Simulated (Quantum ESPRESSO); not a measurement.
# Ti (P6_3/mmc): coupling and resistivity with EPW, part 2 of 2

Wanted: λ, Tc and ρ(T) of Ti (P6_3/mmc) from Quantum ESPRESSO and EPW.

Quantum ESPRESSO 7.5; DFT PBE, scalar-relativistic, plane waves, PseudoDojo 0.4.1 norm-conserving pseudopotentials.

So far, coupling constant λ: step 8 (coupling and Tc: fine k 16×16×8, q 8×8×4, width 0.15 eV …) 0.737. Also resistivity at 300 K (μΩ cm): step 9 (resistivity: fine k 20×20×10, q 10×10×5, adaptive width …) 52.4.

### 10. Coupling and Tc, input with a fault, fine q mesh 10×10×6, fine mesh 10×10×6

A variant of the settings follows.

bad.in

```
--
&INPUTEPW
  prefix           = 'x'
  outdir           = './tmp'
  dvscf_dir        = './save'
  elph             = .true.
  etf_mem          = 1
  nbndsub          = 18
  bands_skipped    = 'exclude_bands = 1-8'
  use_ws           = .true.
  vme              = 'wannier'
  asr_typ          = 'crystal'
  nk1              = 9
  nk2              = 9
  nk3              = 6
  nq1              = 3
  nq2              = 3
  nq3              = 2
  amass(1)         = 47.867
  epwwrite         = .false.
  epwread          = .true.
  wannierize       = .false.
  nkf1             = 10
  nkf2             = 10
  nkf3             = 6
  nqf1             = 10
  nqf2             = 10
  nqf3             = 6
  mp_mesh_k        = .true.
  ephwrite         = .true.
  eliashberg       = .true.
  liso             = .true.
  limag            = .true.
  tc_linear        = .true.
  tc_linear_solver = 'lapack'
  fsthick          = 0.4
  degaussw         = 0.01
  degaussq         = 0.5
  nqstep           = 500
  muc              = 0.13
  wscut            = 0.3
  nsiter           = 500
  nstemp           = 7
  temps            = 0.5 1.0 2.0 4.0 8.0 16.0 32.0
/
```

Started as:

```sh
$ OMP_NUM_THREADS=1 mpirun -n 8 epw.x -nk 8 -in bad.in > bad.out
```

Elapsed: 2.4 min, on 8 MPI ranks of Arm Neoverse V1, shared host; 19 min of CPU time.

Numbers from this step:

| Item | Value |
| --- | --- |
| coupling constant λ | 1.548 |
| log mean phonon energy ħω_log | 17.69 meV |
| density of states at the Fermi level | 3.482 states/eV a spin and cell |
| Fermi level on the fine mesh | 13.36 eV |

This input has a delta width far below the mesh spacing, and its λ = 1.55 is no result.

### 11. Resistivity: fine k 26×26×14, q 13×13×7, adaptive width, window 0.32 eV

At these temperatures only states within a few k_B T of the Fermi level carry current, so the mesh must be dense; it is refined.

bte-2.in

```
--
&INPUTEPW
  prefix        = 'x'
  outdir        = './tmp'
  dvscf_dir     = './save'
  elph          = .true.
  etf_mem       = 1
  nbndsub       = 18
  bands_skipped = 'exclude_bands = 1-8'
  use_ws        = .true.
  vme           = 'wannier'
  asr_typ       = 'crystal'
  nk1           = 9
  nk2           = 9
  nk3           = 6
  nq1           = 3
  nq2           = 3
  nq3           = 2
  amass(1)      = 47.867
  epwwrite      = .false.
  epwread       = .true.
  wannierize    = .false.
  nkf1          = 26
  nkf2          = 26
  nkf3          = 14
  nqf1          = 13
  nqf2          = 13
  nqf3          = 7
  mp_mesh_k     = .true.
  scattering    = .true.
  iterative_bte = .true.
  epmatkqread   = .false.
  assume_metal  = .true.
  int_mob       = .false.
  carrier       = .false.
  ngaussw       = -99
  mob_maxiter   = 200
  broyden_beta  = 0.7
  fsthick       = 0.32
  degaussw      = 0.0
  nstemp        = 6
  temps         = 150 200 273 300 400 500
  restart       = .false.
  selecqread    = .false.
/
```

Started as:

```sh
$ OMP_NUM_THREADS=1 mpirun -n 8 epw.x -nk 8 -in bte-2.in > bte-2.out
```

Elapsed: 7.5 min, on 8 MPI ranks; 60 min of CPU time.

This step gave:

```yaml
iterations: 20
resistivity_at_300_k: 44.59 μΩ cm
```

Resistivity, by row:

| T (K) | rho_xx (μΩ cm) | rho_yy | rho_zz | relaxation-time approximation, mean of the axes (μΩ cm) |
| --- | --- | --- | --- | --- |
| 150 | 20.17 | 20.17 | 24.51 | 20.22 |
| 200 | 26.13 | 26.13 | 33.24 | 26.66 |
| 273 | 36.2 | 36.2 | 47.71 | 37.41 |
| 300 | 40.2 | 40.2 | 53.37 | 41.65 |
| 400 | 55.9 | 55.9 | 75.11 | 58.13 |
| 500 | 72.45 | 72.45 | 97.29 | 75.29 |

ρ(300 K) = 44.6 μΩ cm, mean of the axes, against 52.4 before (-15 %); the relaxation-time start gave 41.7. The largest adaptive width printed is 0.20 eV, against a window of 0.32 eV outside which no state is counted.

### 12. Resistivity: fine k 32×32×18, q 16×16×9, adaptive width, window 0.32 eV

bte-3.in, as its differences from bte-2.in of step 11:

```diff
@@ -22,8 +22,8 @@
   wannierize    = .false.
-  nkf1          = 26
-  nkf2          = 26
-  nkf3          = 14
-  nqf1          = 13
-  nqf2          = 13
-  nqf3          = 7
+  nkf1          = 32
+  nkf2          = 32
+  nkf3          = 18
+  nqf1          = 16
+  nqf2          = 16
+  nqf3          = 9
   mp_mesh_k     = .true.
```

Started as:

```sh
$ OMP_NUM_THREADS=1 mpirun -n 8 epw.x -nk 8 -in bte-3.in > bte-3.out
```

Run time: 20 min. Hardware: 8 MPI ranks.

This step gave:

```
iterations           : 18
resistivity at 300 K : 45.89 μΩ cm
```

Resistivity, by row:

| T (K) | rho_xx (μΩ cm) | rho_yy | rho_zz | relaxation-time approximation, mean of the axes (μΩ cm) |
| --- | --- | --- | --- | --- |
| 150 | 20.1 | 20.1 | 24.14 | 20.15 |
| 200 | 27.22 | 27.22 | 32.84 | 27.33 |
| 273 | 38.58 | 38.58 | 46.56 | 38.72 |
| 300 | 42.96 | 42.96 | 51.75 | 43.08 |
| 400 | 59.66 | 59.66 | 71.13 | 59.54 |
| 500 | 76.63 | 76.63 | 90.61 | 76.19 |

ρ(300 K) = 45.9 μΩ cm, mean of the axes, against 44.6 before (+3 %); the relaxation-time start gave 43.1.

### 13. What came out

- Wannier functions, band error: 18 functions; 2 meV r.m.s.
- coupling constant λ, fine k 16×16×8, q 8×8×4, width 0.15 eV, window 0.61 eV: 0.737
- ħω_log: 17.8 meV
- Tc at μ* = 0.13, Allen–Dynes: 6.6 K
- resistivity at 300 K, 20×20×10: 52.4 μΩ cm
- resistivity at 300 K, 26×26×14: 44.6 μΩ cm
- resistivity at 300 K, 32×32×18: 45.9 μΩ cm

What this shows: Step 7: No branch goes imaginary on this path. Step 8: Twice the integral of α²F/ω over this curve gives λ = 0.74, half of it from below 17.0 meV. Step 8: Distinct peaks of the a2F stand at 14.3, 15.5, 17.0, 30.7 and 32.5 meV; the one at 14.3 meV is strongest. On the finest meshes run, Ti (P6_3/mmc) has λ = 0.74 and a phonon-limited resistivity of 45.9 μΩ cm at 300 K. The last refinement of the mesh moved the resistivity by 3 %. The Eliashberg Tc is interpolated in log T between temperatures a factor of two apart, and its μ* acts up to a cut-off of 0.3 eV, so it weighs less than the same number in Allen and Dynes's formula. λ rests on one fine mesh and one width. Between 150 and 500 K the resistivity rises by a factor of 3.79, against 3.33 for a straight line through the origin. At 300 K the components are 43.0, 43.0 and 51.8 μΩ cm (xx, yy, zz); the mean is quoted. The Sommerfeld coefficient follows from γ = (π²/3) k_B² N(E_F)(1 + λ), with twice the density of states a spin that EPW reads on the fine mesh at this width. Measured: transition temperature: 0.39 K (bulk, normal pressure; compiled value; quoted in “List of superconductors”, 2026, Wikipedia's table of superconducting elements, as read in December); Allen and Dynes's formula gives 6.6 K at μ* = 0.13, a miss by a large factor whose cause these runs do not show; μ* is typed and spin fluctuations are left out. The q mesh of ph.x (3×3×2), the k mesh and smearing of the ground state (9×9×6) and EPW's coarse k mesh (9×9×6) were not varied. Only scattering by harmonic phonons counts; impurities, grain boundaries and thermal expansion are left out, and μ* is typed.

Calculation against experiment:

| quantity | measured | 20×20×10 | 26×26×14 | 32×32×18 | k 16×16×8, 0.15 eV |
| --- | --- | --- | --- | --- | --- |
| resistivity at 273 K (computed: phonon part alone) (μΩ cm) | 39 | 47.93 (+22.9 %) | 40.03 (+2.7 %) | 41.24 (+5.7 %) | - |
| Sommerfeld coefficient γ (per mole of Ti) (mJ/(mol K²)) | 3.4 | - | - | - | 4.21 (+23.8 %) |

Measured values from CRC Press, section 12, read from Wikipedia's data page (2003) and NBS Monograph 21, table 3 (1960).

How well it matches: For the resistivity at 273 K, of the levels listed nearest comes 26×26×14 (+2.7 %, good agreement) and farthest 20×20×10 (+22.9 %, a clear miss). The Sommerfeld coefficient γ is off by +23.8 %: a clear miss.

[The logs of pw.x and epw.x are selected lines.]

[Logs are printed without paths, hosts, clocks, repeated set-up lines and the standing remarks that a program may print on its own settings, such as how far it seeks lower states.]

[Hosts, paths, dates, database ids (printed as entryN), source tags and the programs' standing remarks are cut or masked in the printed files.]
